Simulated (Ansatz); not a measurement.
# F on Ru(0001): change of the work function, part 3 of 4

Wanted: Δφ(θ) for F/Ru(0001), starting from the fcc site.

Ansatz 0.2.0; plane-wave DFT, PBE, Ansatz PAW (set soft_1); PAW set soft_1.

So far, work function, upper face (eV): step 2 (the clean slab) 5.05; step 3 (37 atoms, coverage 0.111 ML, cell 3x3) 5.28.

## 4. Adsorbate added, k-mesh 6×6×1, coverage 0.25 ML

System of this step: F/Ru(0001). The cell holds 17 atoms: 16 Ru and 1 F. Cell: a = 5.400 Å, b = 5.400 Å, c = 25.775 Å, α = 90.0°, β = 90.0°, γ = 60.0°. Vacuum lies along c.

Another coverage, to see how the dipoles act on each other as their distance changes.

input.yaml reads:

```yaml
crystal:
  lattice:
    - [5.4, 0.0, 0.0]
    - [2.7, 4.6765371804, 0.0]
    - [0.0, 0.0, 25.774763306]
  atoms:
    - { symbol: Ru, position: [0.3333333333, 0.3333333333, 0.3491787642] }
    - { symbol: Ru, position: [0.0, 0.0, 0.4321436387] }
    - { symbol: Ru, position: [0.3333333333, 0.3333333333, 0.5158555793] }
    - { symbol: Ru, position: [0.0, 0.0, 0.5967564375] }
    - { symbol: Ru, position: [0.3333333333, 0.8333333333, 0.3491787642] }
    - { symbol: Ru, position: [0.0, 0.5, 0.4321436387] }
    - { symbol: Ru, position: [0.3333333333, 0.8333333333, 0.5158555793] }
    - { symbol: Ru, position: [0.0, 0.5, 0.5967564375] }
    - { symbol: Ru, position: [0.8333333333, 0.3333333333, 0.3491787642] }
    - { symbol: Ru, position: [0.5, 0.0, 0.4321436387] }
    - { symbol: Ru, position: [0.8333333333, 0.3333333333, 0.5158555793] }
    - { symbol: Ru, position: [0.5, 0.0, 0.5967564375] }
    - { symbol: Ru, position: [0.8333333333, 0.8333333333, 0.3491787642] }
    - { symbol: Ru, position: [0.5, 0.5, 0.4321436387] }
    - { symbol: Ru, position: [0.8333333333, 0.8333333333, 0.5158555793] }
    - { symbol: Ru, position: [0.5, 0.5, 0.5967564375] }
    - { symbol: F, position: [0.1666666667, 0.1666666667, 0.6508212358] }
kpoints:
  mp_grid: { grid: [6, 6, 1] }
hamiltonian:
  xc: pbe
  pseudopotentials: { kind: paw, azcp: { folder: soft_1 } }
scf:
  occupations: { method: fermi_dirac, width: 0.1 }
  convergence: { dr2_threshold: 1.0e-08 }
efield:
  axis: 3
  dipole_correction: true
  ramp_position: 0.97
  ramp_width: 0.06
relax:
  f_tol: 0.02
  max_steps: 60
  constraints: [{ sites: [0, 1, 4, 5, 8, 9, 12, 13] }]
output:
  dos: { projected: true, e_range: [-8, 4] }
  write_potential: true
  write_density: true
  volumetric_format: npy
  elf: true
```

On the command line:

```bash
$ ansatz run input.yaml --threads 4 --pin off --max-ram 16384MiB --backend cpu --events-out ev --progress --plain --runs-dir out
```

Numbers of over 12 decimals in the logs are rounded to 6 here.

What it wrote:

```text
[...]
Crystal: 17 atoms, lattice volume = 650.898 Å³
Basis set: ecut = 420 eV, 12645 PW (Γ), exchange–correlation on 80×80×360 points (8 copies of the dense FFT grid, shifted against one another)
Bands: 158, of which v1, the nominal top of the filled ones, is band 132 counted from 1 (131 counted from 0)
Symmetry: 6 space group operations
[...]
k-points: 7 of 36 (time reversal used)
[...]
SCF iter   1: F=—  HF=-94870.493422 eV  |F-HF|=—  |Δ(HF+E_count)|=         —  Δρ=6.98e-2  dr2=4.49e1  ethr=3.10e-3  p=-0.000 e·Å  D=-2.96e-7 V/Å  ΔV_dip=0.00 eV  dr2_dipole=1.72e-1  V_vac-E_F(+/−)=5.86/5.86 eV  ⟨swp⟩=8.6  Hψ=4858  notcnv=0
[...]
SCF iter  13: F=-94859.725733 eV  HF=-94859.725733 eV  |F-HF|=6.20e-9  |Δ(HF+E_count)|=   2.46e-8  Δρ=1.84e-7  dr2=6.08e-10  ethr=3.80e-12  p=0.013 e·Å  D=3.49e-3 V/Å  ΔV_dip=-0.09 eV  dr2_dipole=4.36e-11  V_vac-E_F(+/−)=4.96/5.05 eV  ⟨swp⟩=9.1  Hψ=7209  notcnv=0
SCF 1 converged in 13 iterations: F = -94859.725733 eV  dr2 = 6.08e-10
[...]
relax step   1: F+E_penalty+E_count = -94859.72573287 eV  Δ(F+E_penalty+E_count) = +0.000e0 eV  max|allowed force component| = 3.033e0 eV/Å  Δτ_max = 0.0000 Å  (13 SCF iters, accepted)
[...]
SCF iter  10: F=-94860.038236 eV  HF=-94860.038236 eV  |F-HF|=3.78e-8  |Δ(HF+E_count)|=   6.73e-8  Δρ=5.93e-7  dr2=2.89e-9  ethr=3.80e-12  p=-0.038 e·Å  D=-1.05e-2 V/Å  ΔV_dip=0.27 eV  dr2_dipole=7.44e-11  V_vac-E_F(+/−)=5.31/5.04 eV  ⟨swp⟩=10.9  Hψ=8221  notcnv=0
SCF 2 converged in 10 iterations: F = -94860.038236 eV  dr2 = 2.89e-9
relax step   2: F+E_penalty+E_count = -94860.03823592 eV  Δ(F+E_penalty+E_count) = -3.125e-1 eV  max|allowed force component| = 1.127e0 eV/Å  Δτ_max = 0.1849 Å  (10 SCF iters, accepted)
SCF iter   1: F=—  HF=-94860.144646 eV  |F-HF|=—  |Δ(HF+E_count)|=         —  Δρ=3.47e-3  dr2=8.62e-2  ethr=8.93e-4  p=-0.038 e·Å  D=-1.05e-2 V/Å  ΔV_dip=0.27 eV  dr2_dipole=2.31e-3  V_vac-E_F(+/−)=5.32/5.05 eV  ⟨swp⟩=4.6  Hψ=2187  notcnv=0
[...]
SCF iter   9: F=-94860.121253 eV  HF=-94860.121253 eV  |F-HF|=2.15e-7  |Δ(HF+E_count)|=   9.35e-7  Δρ=1.21e-6  dr2=8.50e-9  ethr=3.80e-12  p=-0.081 e·Å  D=-2.26e-2 V/Å  ΔV_dip=0.58 eV  dr2_dipole=2.11e-11  V_vac-E_F(+/−)=5.61/5.03 eV  ⟨swp⟩=8.9  Hψ=9252  notcnv=0
SCF 3 converged in 9 iterations: F = -94860.121253 eV  dr2 = 8.50e-9
relax step   3: F+E_penalty+E_count = -94860.12125292 eV  Δ(F+E_penalty+E_count) = -8.302e-2 eV  max|allowed force component| = 6.254e-2 eV/Å  Δτ_max = 0.0976 Å  (9 SCF iters, accepted)
SCF iter   1: F=—  HF=-94860.122888 eV  |F-HF|=—  |Δ(HF+E_count)|=         —  Δρ=1.08e-3  dr2=3.14e-2  ethr=2.09e-5  p=-0.081 e·Å  D=-2.26e-2 V/Å  ΔV_dip=0.58 eV  dr2_dipole=6.83e-3  V_vac-E_F(+/−)=5.61/5.03 eV  ⟨swp⟩=2.7  Hψ=2114  notcnv=0
[...]
SCF iter   8: F=-94860.122219 eV  HF=-94860.122219 eV  |F-HF|=3.06e-8  |Δ(HF+E_count)|=   1.06e-7  Δρ=5.78e-7  dr2=1.78e-9  ethr=3.80e-12  p=-0.081 e·Å  D=-2.24e-2 V/Å  ΔV_dip=0.58 eV  dr2_dipole=1.22e-10  V_vac-E_F(+/−)=5.60/5.02 eV  ⟨swp⟩=11.0  Hψ=8341  notcnv=0
SCF 4 converged in 8 iterations: F = -94860.122219 eV  dr2 = 1.78e-9
relax step   4: F+E_penalty+E_count = -94860.12221900 eV  Δ(F+E_penalty+E_count) = -9.661e-4 eV  max|allowed force component| = 1.620e-2 eV/Å  Δτ_max = 0.0113 Å  (8 SCF iters, accepted)
[...]
SCF converged after 8 iterations
Free energy (F): -94860.122219 eV
[...]
Internal energy: -94859.480719 eV  (E = F + TS)
E sigma→0 (E₀):  -94859.801469 eV
Entropy (-TS):   -0.641500 eV (-37.735 meV/atom)
Fermi energy:    4.442817 eV
Dipole field:    D = -0.022414 V/Å  (p = -0.080626 e·Å, saw-weighted, corrected)
Work function:   Φ+ = 5.6022 eV   Φ− = 5.0245 eV
[...]
--- Forces (eV/Å), atoms counted from 1 ---
  atom   1  Ru    -0.04003680    -0.02311526     0.47195489
  atom   2  Ru    -0.11001559    -0.06351753    -0.51383295
  atom   3  Ru     0.00029922     0.00017276    -0.01001877
  atom   4  Ru    -0.00199662    -0.00115275    -0.00847823
  atom   5  Ru     0.00000000     0.04623051     0.47195489
  atom   6  Ru    -0.00000000     0.12703506    -0.51383295
  atom   7  Ru     0.00000000    -0.00034551    -0.01001877
  atom   8  Ru    -0.00000000     0.00230549    -0.00847823
  atom   9  Ru     0.04003680    -0.02311526     0.47195489
  atom  10  Ru     0.11001559    -0.06351753    -0.51383295
  atom  11  Ru    -0.00029922     0.00017276    -0.01001877
  atom  12  Ru     0.00199662    -0.00115275    -0.00847823
  atom  13  Ru     0.00000000     0.00000000     0.53875442
  atom  14  Ru    -0.00000000    -0.00000000    -0.32968639
  atom  15  Ru     0.00000000    -0.00000000    -0.00668453
  atom  16  Ru     0.00000000     0.00000000    -0.01619631
  atom  17  F     -0.00000000     0.00000000    -0.00503855
  max |Σ_I F_I| component: 2.34e-5 eV/Å
--- Band table (eV; the first three rows and the last of 7) ---
  k-point 0: bands = [... 128 lower, 4.7206, 5.0262, 5.3888, 5.3888, 5.4838, 5.5602, 5.5602, 5.6254, ... 22 higher]
  k-point 1: bands = [... 128 lower, 4.5800, 4.6211, 4.9418, 5.0016, 5.1680, 5.3637, 5.3702, 5.4359, ... 22 higher]
  k-point 2: bands = [... 128 lower, 4.1136, 4.1693, 4.1821, 4.4143, 4.5023, 4.7210, 4.8010, 4.8290, ... 22 higher]
  k-point 6: bands = [... 128 lower, 3.9750, 3.9799, 4.0251, 4.2773, 4.3770, 4.5682, 4.5868, 4.6251, ... 22 higher]
--- Relaxed structure (4 steps of the walk, 4 accepted, 0 SCFs on fresh bases) ---
  F+E_penalty+E_count = -94860.12221900 eV   max|allowed force component| = 1.620e-2 eV/Å
  atoms:
    - { symbol: Ru, position: [0.333333, 0.333333, 0.3491787642] }
[...]
- { symbol: Ru, position: [0.333771, 0.333771, 0.515693] }
    - { symbol: Ru, position: [0.00285338, 0.00285338, 0.596821] }
    - { symbol: Ru, position: [0.333333, 0.833333, 0.3491787642] }
    - { symbol: Ru, position: [5.551115123125783e-17, 0.5, 0.4321436387] }
    - { symbol: Ru, position: [0.333771, 0.832458, 0.515693] }
    - { symbol: Ru, position: [0.00285338, 0.494293, 0.596821] }
    - { symbol: Ru, position: [0.833333, 0.333333, 0.3491787642] }
    - { symbol: Ru, position: [0.5, 2.6667121670171404e-17, 0.4321436387] }
    - { symbol: Ru, position: [0.832458, 0.333771, 0.515693] }
    - { symbol: Ru, position: [0.494293, 0.00285338, 0.596821] }
    - { symbol: Ru, position: [0.833333, 0.833333, 0.3491787642] }
    - { symbol: Ru, position: [0.5, 0.5, 0.4321436387] }
    - { symbol: Ru, position: [0.833333, 0.833333, 0.518004] }
    - { symbol: Ru, position: [0.5, 0.5, 0.596061] }
    - { symbol: F, position: [0.166667, 0.166667, 0.662119] }
```

Wall time 1.8 min (4 threads of Arm Neoverse V1, shared host); peak memory 2.5 GiB; 6.9 min of CPU time.

Relaxation path:

```tsv
step	energy less that of the first step (eV)	largest force component (eV/Å)
1	0.0000	3.0330
2	-0.3125	1.1266
3	-0.3955	0.0625
4	-0.3965	0.0162
```

The run keeps the 6 symmetry operations that it works with, so distortions that break them were not tested.

The atoms that moved most (Å):

```tsv
atom	dx	dy	dz	length
F17	0.000	0.000	0.291	0.291
Ru15	0.000	0.000	0.055	0.055
Ru12	-0.023	0.013	0.002	0.027
Ru4	0.023	0.013	0.002	0.027
Ru8	0.000	-0.027	0.002	0.027
Ru16	0.000	0.000	-0.018	0.018
Ru7	0.000	-0.004	-0.004	0.006
Ru11	-0.004	0.002	-0.004	0.006
```

The relaxed structure:

```
Ru F
1.0
     5.40000    0.00000    0.00000
     2.70000    4.67654    0.00000
     0.00000    0.00000   25.77476
Ru F
16 1
Direct
  0.33333 0.33333 0.34918
  0.00000 0.00000 0.43214
  0.33377 0.33377 0.51569
  0.00285 0.00285 0.59682
  0.33333 0.83333 0.34918
  0.00000 0.50000 0.43214
  0.33377 0.83246 0.51569
  0.00285 0.49429 0.59682
  0.83333 0.33333 0.34918
  0.50000 0.00000 0.43214
  0.83246 0.33377 0.51569
  0.49429 0.00285 0.59682
  0.83333 0.83333 0.34918
  0.50000 0.50000 0.43214
  0.83333 0.83333 0.51800
  0.50000 0.50000 0.59606
  0.16667 0.16667 0.66212
```

Numbers from this step:

* energy at zero smearing: -94859.8015 eV
* work function, upper face: 5.602 eV
* work function, lower face: 5.025 eV
* dipole along the normal: -0.08063 e·Å
* step between the vacuum levels: 0.5777 eV

The density of states has structure finer than the step of the table below, so its rows give means over 0.25 eV, whole bins alone (the curve runs from -8 to 1.98 eV). Peaks (eV: height): -4.480: 63.5, -4.180: 43.9, -3.400: 66.3, -2.800: 59.8, -1.530: 39.8, -0.660: 43.0, 0.990: 48.6.

Density of states against energy, zero at the Fermi level; means over each step:

```tsv
energy (eV)	density of states (states/eV a cell)
-7.75	0
-7.50	0.361
-7.25	0.904
-7.00	0.958
-6.75	1.11
-6.50	2.61
-6.25	6.01
-6.00	13.4
-5.75	20.2
-5.50	21.6
-5.25	28.7
-5.00	18.9
-4.75	15.6
-4.50	25.5
-4.25	26.6
-4.00	18.5
-3.75	17.5
-3.50	22.4
-3.25	9.39
-3.00	20.4
-2.75	32.5
-2.50	22.2
-2.25	26.8
-2.00	30.8
-1.75	27.5
-1.50	28.2
-1.25	21.5
-1.00	15.8
-0.75	15.5
-0.50	19.6
-0.25	19.3
0.00	18.2
0.25	18.4
0.50	17.0
0.75	21.8
1.00	30.9
1.25	26.0
1.50	26.7
1.75	15.3
```

Projected DOS per atom over height of the atomic layer and energy from the Fermi level. Layers: Ru4 Ru4 Ru4 Ru4 F from below.

Values in states/eV, 22 rows by 5 columns, each cell a mean:
```
0.89 0.90 0.93 0.94 0.12
1.17 1.84 1.90 1.41 0.17
1.90 1.46 1.59 1.87 0.22
1.22 1.08 0.93 1.08 0.12
1.53 0.92 0.84 1.38 0.14
1.55 0.84 0.76 1.35 0.12
1.15 0.73 0.61 1.08 0.17
1.88 1.39 1.19 1.73 0.28
2.38 1.49 1.37 2.03 0.26
1.68 1.32 1.46 1.78 0.23
1.63 1.65 1.74 1.53 0.20
0.86 1.00 1.06 0.78 0.16
1.05 1.05 1.04 0.90 0.33
1.25 1.56 1.52 1.18 0.98
1.37 1.30 1.07 1.05 0.49
0.82 1.55 1.53 0.93 1.75
0.56 1.69 1.78 0.93 3.64
0.19 0.93 1.30 0.69 2.38
0.04 0.14 0.16 0.23 1.16
0.02 0.08 0.10 0.04 0.06
0.01 0.07 0.08 0.02 0.02
0.00 0.00 0.00 0.00 0.00
```
Columns: height of the atomic layer (Å) from 9 to 17.1 (not evenly spaced); rows upwards: energy from the Fermi level (eV) from -7.96 to 1.95.

ELF in the ca plane at fractional y = 0.000, with atoms of Ru within 0.2 Å of it. It is the smooth field of the valence electrons, not physical close to the nuclei.

Values, 8 rows by 16 columns, each cell a mean:
```
0.30 0.27 0.45 0.48 0.28 0.27 0.37 0.55 0.19 0.02 0.00 0.00 0.00 0.00 0.00 0.00
0.34 0.30 0.28 0.29 0.26 0.35 0.28 0.30 0.23 0.06 0.00 0.00 0.00 0.00 0.00 0.00
0.31 0.28 0.31 0.32 0.26 0.31 0.30 0.35 0.21 0.05 0.00 0.00 0.00 0.00 0.00 0.00
0.32 0.28 0.49 0.51 0.28 0.29 0.39 0.57 0.19 0.02 0.00 0.00 0.00 0.00 0.00 0.00
0.30 0.27 0.45 0.48 0.28 0.27 0.40 0.55 0.17 0.18 0.02 0.00 0.00 0.00 0.00 0.00
0.34 0.30 0.28 0.29 0.27 0.34 0.27 0.28 0.36 0.52 0.08 0.00 0.00 0.00 0.00 0.00
0.31 0.28 0.31 0.32 0.27 0.30 0.30 0.35 0.30 0.45 0.06 0.00 0.00 0.00 0.00 0.00
0.32 0.28 0.48 0.51 0.28 0.28 0.41 0.56 0.17 0.10 0.01 0.00 0.00 0.00 0.00 0.00
```
Columns run along c (16.0 Å, from fractional 0.32 to 0.94 of the cell), rows up along a (5.4 Å). Atoms in or near the plane, at fractional coordinates: Ru at (0.43, 0.00), Ru at (0.60, 0.00), Ru at (0.43, 0.50), Ru at (0.60, 0.49).

Valence density in the ca plane at fractional y = 0.000, with atoms of Ru within 0.2 Å of it. It is the smooth field of the valence electrons, not physical close to the nuclei.

Ten steps, logarithmic in the rise over the least value, from '0' (0 e/Å³) to '9' (11 e/Å³), each cell a mean:
```
22322369986322333479984200000000000000000000
23433346764333433356753100000000000000000000
35553233432235553333332100000000000000000000
35653223332235653333321100000000000000000000
34443335553234443345542100000000000000000000
23333368875333333468874100000000000000000000
22222479996322223589985200000000000000000000
22322369986323333479984210000000000000000000
23433346764333433357763221100000000000000000
35543233433335543334432333100000000000000000
35653223332235653233322343200000000000000000
34443335543334443345542232100000000000000000
23333368875333333478874211000000000000000000
22222479996322223589985210000000000000000000
```
Columns run along c (16.0 Å, from fractional 0.32 to 0.94 of the cell), rows up along a (5.4 Å). Atoms in or near the plane, at fractional coordinates: Ru at (0.43, 0.00), Ru at (0.60, 0.00), Ru at (0.43, 0.50), Ru at (0.60, 0.49).

Electrostatic potential energy in the ca plane at fractional y = 0.000, with atoms of Ru within 0.2 Å of it. With pseudopotentials it is smooth inside the atoms' cores, unlike the true potential.

Values in eV, 8 rows by 16 columns, each cell a mean:
```
  3   2 -38 -45   2   1 -21 -57   0   9  10  10  10  10  10  10
-12  -7   0  -1  -3 -17   1  -2   7   9  10  10  10  10  10  10
 -7  -4  -8 -10  -1 -11  -2 -13   6   9  10  10  10  10  10  10
  5   4 -49 -56   3   3 -29 -69  -2   9  10  10  10  10  10  10
  3   2 -39 -46   2   1 -23 -61  -1   9  10  10  10  10  10  10
-12  -7   0  -1  -4 -15   1  -5   5   9  10  10  10  10  10  10
 -7  -4  -8 -10  -2 -10  -3 -18   5   9  10  10  10  10  10  10
  5   3 -48 -56   3   3 -29 -70  -3   9  10  10  10  10  10  10
```
Columns run along c (16.0 Å, from fractional 0.32 to 0.94 of the cell; values clipped at the 3rd and 97th percentile), rows up along a (5.4 Å). Atoms in or near the plane, at fractional coordinates: Ru at (0.43, 0.00), Ru at (0.60, 0.00), Ru at (0.43, 0.50), Ru at (0.60, 0.49).

The relaxation took 4 steps and lowered the energy by 0.40 eV; the largest force on the free atoms ends at 0.016 eV/Å.

By hand: a sheet of dipoles makes a step −p/(ε₀A) in the electron's potential. With e/ε₀ = 180.95 V·Å, p = -0.08063 e·Å and A = 25.25 Å², that is −180.95 × (-0.08063) / 25.25 = +0.578 eV, and the two vacuum levels of the run differ by +0.578 eV.

The covered face has 5.60 eV, +0.56 eV against the clean one; the bare back face has moved by -0.05 eV, a measure of how thin the slab is.

## 5. Adsorbate added, k-mesh 6×6×1, coverage 0.5 ML

System of this step: F/Ru(0001). The cell holds 18 atoms: 16 Ru and 2 F. Its edges and angles: a = 5.400 Å, b = 5.400 Å, c = 25.775 Å, α = 90.0°, β = 90.0°, γ = 60.0°. Vacuum lies along c.

Another coverage, to see how the dipoles act on each other as their distance changes.

input.yaml: that of step 4 with these lines changed.

```diff
@@ -23,2 +23,3 @@
     - { symbol: F, position: [0.1666666667, 0.1666666667, 0.6508212358] }
+    - { symbol: F, position: [0.6666666667, 0.1666666667, 0.6508212358] }
 kpoints:
```

What it wrote:

```text
[...]
Crystal: 18 atoms, lattice volume = 650.898 Å³
Basis set: ecut = 420 eV, 12645 PW (Γ), exchange–correlation on 80×80×360 points (8 copies of the dense FFT grid, shifted against one another)
Bands: 162, of which v1, the nominal top of the filled ones, is band 135 counted from 1 (134 counted from 0)
Symmetry: 4 space group operations
[...]
- { symbol: Ru, position: [0.833333, 0.833333, 0.349179] }
    - { symbol: Ru, position: [0.500000, 0.500000, 0.432144] }
    - { symbol: Ru, position: [0.834396, 0.831208, 0.516923] }
    - { symbol: Ru, position: [0.506930, 0.486140, 0.596534] }
    - { symbol: F, position: [0.139221, 0.221557, 0.661472] }
    - { symbol: F, position: [0.639221, 0.221557, 0.661472] }
[key lines of the parts left out:]
SCF converged after 7 iterations
Free energy (F): -95668.426790 eV
Fermi energy:    4.253054 eV
Dipole field:    D = -0.060159 V/Å  (p = -0.216398 e·Å, saw-weighted, corrected)
Work function:   Φ+ = 6.5592 eV   Φ− = 5.0086 eV
```

Run time: 6.3 min. Hardware: 4 threads; peak memory 2.9 GiB.

This run has no spin polarisation, although Ru can carry a moment.

Relaxation path:

```tsv
step	energy less that of the first step (eV)	largest force component (eV/Å)
1	0.0000	2.9457
2	-0.5625	1.0945
3	-0.6930	0.4065
4	-0.7207	0.2374
5	-0.7495	0.1149
6	-0.7597	0.1004
7	-0.7615	0.0385
8	-0.7618	0.0188
```

Forces are held to the 4 operations that the run works with; a distortion that breaks them can't arise in this run.

The atoms that moved most (Å):

```tsv
atom	dx	dy	dz	length
F18	0.000	0.257	0.275	0.376
F17	0.000	0.257	0.275	0.376
Ru8	0.000	-0.065	-0.006	0.065
Ru16	0.000	-0.065	-0.006	0.065
Ru15	0.000	-0.010	0.028	0.029
Ru7	0.000	-0.010	0.028	0.029
Ru4	0.000	-0.012	-0.020	0.024
Ru12	0.000	-0.012	-0.020	0.024
```

Final coordinates:

```xyz
18
Lattice="5.4000 0.0000 0.0000 2.7000 4.6765 0.0000 0.0000 0.0000 25.7748" Properties=species:S:1:pos:R:3
Ru    2.7000    1.5588    9.0000
Ru    0.0000    0.0000   11.1384
Ru    2.7000    1.5624   13.2875
Ru    0.0000   -0.0123   15.3610
Ru    4.0500    3.8971    9.0000
Ru    1.3500    2.3383   11.1384
Ru    4.0500    3.8872   13.3236
Ru    1.3500    2.2735   15.3755
Ru    5.4000    1.5588    9.0000
Ru    2.7000    0.0000   11.1384
Ru    5.4000    1.5624   13.2875
Ru    2.7000   -0.0123   15.3610
Ru    6.7500    3.8971    9.0000
Ru    4.0500    2.3383   11.1384
Ru    6.7500    3.8872   13.3236
Ru    4.0500    2.2735   15.3755
F     1.3500    1.0361   17.0493
F     4.0500    1.0361   17.0493
```

[end of part 3 of 4]

[Logs are printed without paths, hosts, clocks, repeated set-up lines and the standing remarks that a program may print on its own settings, such as how far it seeks lower states.]

[Hosts, paths, dates, database ids (printed as entryN), source tags and the programs' standing remarks are cut or masked in the printed files.]

[Maps of the electrostatic potential energy from Ansatz leave out the sawtooth potential of an applied field or a dipole correction, so their vacuum need not be flat; planar profiles and work functions include it.]

[The density of states shown here was stored with 400 of the rows of the run's finer table, so its peaks can read low, often by over a quarter, or be missed, and its means over a window can be off by a tenth or more.]
